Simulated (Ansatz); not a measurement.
# Phonons of Li2Ta in the C11b ordering, part 3 of 3

The plan: relax Li2Ta in the C11b ordering, check its phonons, and, if the lattice is stable, compute its Eliashberg function and ρ(T).

Ansatz 0.2.0; DFT PBE, scalar-relativistic, plane waves, PAW.

So far, highest frequency, solved or plainly interpolated (cm⁻¹): step 5 (phonons by linear response: q 2×2×2, k 6×6×6) 429. Also lowest on path (cm⁻¹): step 5 -116. The relaxed cell has a = 2.739, c = 13.698 Å (conventional setting).

The structure was built from a prototype and need not be the compound's stable phase.

### 6. Phonons by linear response: q 3×3×3, k 9×9×9

An imaginary mode on so few k-points may come from the sampling, so the phonons are repeated with another q and k mesh.

The input, input.yaml:

```yaml
crystal:
  lattice:
    - [2.7386173913, 0.0, 1.3299e-06]
    - [0.0, 2.7386173913, 1.3299e-06]
    - [1.3693053696, 1.3693053696, 6.849136524]
  atoms:
    - { symbol: Ta, position: [0.0, 0.0, 0.0] }
    - { symbol: Li, position: [0.6656650281, 0.6656650281, 0.6686699439] }
    - { symbol: Li, position: [0.3343349719, 0.3343349719, 0.3313300561] }
kpoints:
  mp_grid: { grid: [9, 9, 9] }
hamiltonian:
  xc: pbe
scf:
  occupations: { method: methfessel_paxton, width: 0.2 }
output:
  eigenvalues: true
phonons:
  method: dfpt
  qmesh: [3, 3, 3]
  temperatures: { t_max: 1000, t_step: 50 }
  qpath:
    path:
      - [[0.0, 0.0, 0.0], [0.5, 0.5, 0.5], [0.5, 0.5, 0.75], [0.5, 0.0, 0.5], [0.0, 0.0, 0.0], [0.0, 0.0, 0.5], [0.48001513, 0.0, 0.74000757]]
      - [[0.51998487, 0.0, 0.25999243], [0.0, 0.0, 0.0]]
      - [[0.5, 0.5, 0.5], [0.51998487, 0.48001513, 0.5]]
      - [[0.48001513, 0.48001513, 0.98001513], [0.0, 0.0, 0.5]]
    npoints: 10
```

Command:

```bash
ansatz run input.yaml --threads 4 --pin off --max-ram 8192MiB --backend cpu --events-out ev --progress --plain --runs-dir out
```

Numbers of over 12 decimals in the logs are rounded to 6 here.

The program printed:

```text
[...]
Crystal: 3 atoms, lattice volume = 51.369 Å³
Basis set: ecut = 420 eV, 1027 PW (Γ), exchange–correlation on 40×40×96 points (8 copies of the dense FFT grid, shifted against one another)
Bands: 14, of which v1, the nominal top of the filled ones, is band 10 counted from 1 (9 counted from 0)
Symmetry: 16 space group operations
k-points: 205 of 729 (irreducible under 4 space group operations)
[...]
SCF iter   1: F=—  HF=-10340.468134 eV  |F-HF|=—  |Δ(HF+E_count)|=         —  Δρ=5.61e-3  dr2=4.52e-2  ethr=1.77e-3  ⟨swp⟩=4.6  Hψ=13929  notcnv=0
[...]
SCF iter   9: F=-10340.464425 eV  HF=-10340.464425 eV  |F-HF|=7.28e-12  |Δ(HF+E_count)|=  6.91e-11  S|Δr|=    0.00e0  Δρ=8.74e-8  dr2=8.50e-12  ethr=1.00e-12  ⟨swp⟩=4.7  Hψ=14017  notcnv=0
SCF 1 converged in 9 iterations: F = -10340.464425 eV  dr2 = 8.50e-12
[...]
SCF converged after 9 iterations
[...]
Free energy (F): -10340.464425 eV
[...]
Internal energy: -10340.464420 eV  (E = F + TS)
E sigma→0 (E₀):  -10340.464424 eV
Entropy (-TS):   -0.000005 eV (-0.002 meV/atom)
Fermi energy:    7.559597 eV
[...]
--- Band table (eV; the first three rows and the last of 205) ---
  k-point 0: bands = [... 6 lower, 1.3606, 4.6726, 5.2862, 6.2488, 7.5737, 11.4064, 11.4064, 13.7881]
  k-point 1: bands = [... 6 lower, 1.3659, 4.6527, 5.2862, 6.2100, 7.6542, 11.4074, 11.4074, 13.7881]
  k-point 2: bands = [... 6 lower, 1.3794, 4.6018, 5.2861, 6.1299, 7.8423, 11.4100, 11.4100, 13.7881]
  k-point 204: bands = [... 6 lower, 4.1722, 6.6634, 6.9339, 9.0757, 10.6087, 11.1737, 11.9848, 14.3424]
[...]
ASR residual: 1.144e-4 → 0.000e0 eV/Å²; symmetrization residual: 3.106e-7 eV/Å²
[...]
ASR residual per site (eV/Å²): 1.14e-4 1.62e-5 1.62e-5
  Γ frequencies (cm⁻¹): 0.00 0.00 0.00 208.45 208.45 216.72 216.72 248.02 381.37
--- Phonons (arbitrary-q DFPT): 10 irreducible q on the 3×3×3 mesh ---
[...]
interpolated dispersion: 94 rows × 9 modes
[...]
```

Run time: 5.7 min. Hardware: 4 threads of Arm Neoverse V2, shared host; peak memory 1.3 GiB.

This step gave:

```
share of imaginary modes in the plain interpolation between solved wavevectors : 0.087
highest frequency, solved or plainly interpolated                              : 426.1 cm⁻¹
```

Solved on the 3×3×3 mesh alone; all other wavevectors are interpolated. The phonon branches at the labelled points (cm⁻¹):

```csv
point,branch 1,branch 2,branch 3,branch 4,branch 5,branch 6,branch 7,branch 8,branch 9
Γ,0,0,0,208,208,217,217,248,381
halfway,16,31,120,269,278,304,309,353,364
X,39,102,104,305,318,380,386,424,426
halfway,38,102,104,304,319,381,385,424,426
P,36,103,103,304,320,383,383,425,425
halfway,27,59,120,300,307,311,317,400,407
N,-60,17,135,171,172,308,313,394,399
halfway,-40,37,104,181,204,261,290,333,370
Γ,0,0,0,208,208,217,217,248,381
halfway,19,19,29,186,186,237,237,262,380
M,28,28,41,174,174,246,246,276,378
halfway,-37,-18,96,168,219,276,277,340,367
S,-60,14,135,169,174,310,311,391,400
jump to S0,-60,14,135,169,174,310,311,391,400
halfway,-42,41,108,185,198,260,296,336,370
Γ,0,0,0,208,208,217,217,248,381
jump to X,39,102,104,305,318,380,386,424,426
halfway,39,102,104,305,318,380,386,424,426
R,39,103,103,305,318,380,385,423,426
jump to G,39,103,103,305,318,380,385,423,426
halfway,-30,-23,117,266,267,290,311,353,361
M,28,28,41,174,174,246,246,276,378
```

The phonon branches as a text plot (rows in cm⁻¹; labels by their first letter):

```
    416 |        ********                             ***
    396 |       ** *    *******              ****     * **
    376 |***** ********       ************* **   ******* **  ****
    355 |     * **     *       *           *     *      * ***
    335 |      **       *       *                 *      *
    315 |    ******************* *        * ****** *  *******
    295 |   *****   **       ** *       ** *** ** *    ********
    274 |   ***          *     * *    ** ***     * *      **  ***
    254 |*****                  ****** ** *       ****      ** **
    234 | ***             *       *  ** ***         *       ***
    214 |***               *     ****    * *       ***       *
    193 |                  *   ****  *  *   *    ***          *
    173 |                   *****     ************             **
    153 |
    133 |                ******              ****
    112 |    ************      **          **    **   *******
     92 |   *    ***  **         *        *        *  **     *
     72 |  *    *       *                *              *     *
     52 |      *                  *     *           *    *     *
     31 | *****************   ****** ****      ************    **
     11 | *   *            ***     ***  **    *      *    *   *
     -9 |* **                     **     **  *      **        *
    -29 |    *            *      *        ***      *       ***
    -49 |                  ******          ********
         Γ         X P      N       Γ  M     S|S     R|G        M
```

Lowest modes at the softest wavevector of the mesh. The modes at q = (-0.333, 0.000, 0.333) (shares of kinetic energy by element, %) (negative means imaginary):

```csv
mode,frequency (cm⁻¹),Ta %,Li %
1,-50.9,98,2
2,-23.3,97,3
3,117.3,98,2
4,166.1,0,100
5,199.4,2,98
6,288.9,2,98
```

Displacements in mode 1 (-50.9 cm⁻¹), the largest set to 1, in the home cell (x, y, z of the real part, then of the imaginary part):
```
Ta1  0.00  1.00  0.00  0.00  0.00  0.00
Li2  0.00  0.23  0.00  0.00  0.39  0.00
Li3  0.00  0.23  0.00  0.00 -0.39  0.00
```

Displacements in mode 5 (199.4 cm⁻¹), the largest set to 1, in the home cell (x, y, z of the real part, then of the imaginary part):
```
Ta1  0.00  0.00  0.00  0.00  0.03  0.00
Li2  0.00  0.87  0.00  0.00 -0.50  0.00
Li3  0.00 -0.87  0.00  0.00 -0.50  0.00
```

The modes has structure finer than the step of the table below, so its rows give means over 10 cm⁻¹, whole bins alone (the curve runs from -69.6 to 448 cm⁻¹). Peaks (cm⁻¹: height): Li 197.5: 0.0186, 305.0: 0.0496, 370.1: 0.0471, 396.2: 0.0331; Ta -30.5: 0.0209, 31.4: 0.0438, 119.3: 0.0365.

Phonopy on the run's constants, 21x21x9 mesh, Gaussian sigma 3.7 cm⁻¹. Table of modes by wavenumber; means over each step; values in 1/cm⁻¹/cell:

```csv
wavenumber (cm⁻¹),Li,Ta
-60,2.2e-5,0.00486
-50,1.0e-4,0.0111
-40,2.4e-4,0.0147
-30,4.1e-4,0.0197
-20,5.5e-4,0.0165
-10,3.0e-4,0.00831
0,1.2e-4,0.00374
10,2.8e-4,0.0102
20,5.7e-4,0.0250
30,6.8e-4,0.0399
40,2.2e-4,0.0178
50,7.0e-5,0.00701
60,6.2e-5,0.00591
70,7.1e-5,0.00735
80,7.0e-5,0.00739
90,7.4e-5,0.00874
100,8.7e-5,0.0114
110,1.3e-4,0.0202
120,2.5e-4,0.0331
130,2.2e-4,0.0192
140,4.3e-5,0.00298
150,1.8e-6,1.9e-5
160,8.4e-4,1.8e-6
170,0.00854,3.7e-5
180,0.0147,1.3e-4
190,0.0130,1.8e-4
200,0.0173,2.6e-4
210,0.0131,2.1e-4
220,0.0172,2.7e-4
230,0.0189,2.9e-4
240,0.0178,3.0e-4
250,0.0165,2.7e-4
260,0.0193,2.6e-4
270,0.0217,2.5e-4
280,0.0262,2.8e-4
290,0.0315,2.2e-4
300,0.0418,3.0e-4
310,0.0456,3.1e-4
320,0.0414,3.6e-4
330,0.0214,1.1e-4
340,0.00940,1.7e-5
350,0.0125,2.5e-5
360,0.0240,8.4e-5
370,0.0444,2.1e-4
380,0.0333,1.1e-4
390,0.0287,4.8e-5
400,0.0296,3.0e-5
410,0.0166,9.3e-6
420,0.00848,3.5e-7
430,0.00147,0
440,9.4e-6,0
```

No LO-TO term; unit eigenvectors of the mass-weighted matrix. Modes at Γ, with each element's share of the kinetic energy:

```csv
mode,frequency (cm⁻¹),symmetry,Ta %,Li %
1,0.0,unnamed,93,7
2,0.0,unnamed,93,7
3,0.0,unnamed,93,7
4,208.5,Eu,7,93
5,208.5,Eu,7,93
6,216.7,Eg,0,100
7,216.7,Eg,0,100
8,248.0,A2u,7,93
9,381.4,A1g,0,100
```

Displacements in mode 5 (208.5 cm⁻¹), the largest set to 1:
```
Ta1 -0.08 -0.03  0.00
Li2  1.00  0.37  0.00
Li3  1.00  0.37  0.00
```

Displacements in mode 9 (381.4 cm⁻¹), the largest set to 1:
```
Ta1  0.00  0.00  0.00
Li2  0.00  0.00  1.00
Li3  0.00  0.00 -1.00
```

Among the solved wavevectors the lowest mode, translations apart, is -50.9 cm⁻¹, imaginary.

### 7. Summary of results

| Item | Value |
| --- | --- |
| phonon run of the rows without a label of their own | PBE, q 3×3×3, k 9×9×9 |
| softest mode on the q mesh | -50.9 cm⁻¹ at q = (-0.333, 0, 0.333) |
| highest frequency, solved or plainly interpolated | 426 cm⁻¹ |

**Reading.** The lattice is dynamically unstable at this level: a mode at q = (-0.333, 0, 0.333) is imaginary, 50.9i cm⁻¹, so no harmonic coupling constant or resistivity is defined for this structure. These meshes are coarse, and single modes of a metal can move by tens of cm⁻¹ with the k mesh. The coarser mesh found an imaginary mode at another wavevector, which this mesh lacks. Spin–orbit coupling, left out here, matters for Ta. The structure was built by hand as an ordered model, and its stability against other phases was not tested.

[Logs are printed without paths, hosts, clocks, repeated set-up lines and the standing remarks that a program may print on its own settings, such as how far it seeks lower states.]

[Hosts, paths, dates, database ids (printed as entryN), source tags and the programs' standing remarks are cut or masked in the printed files.]
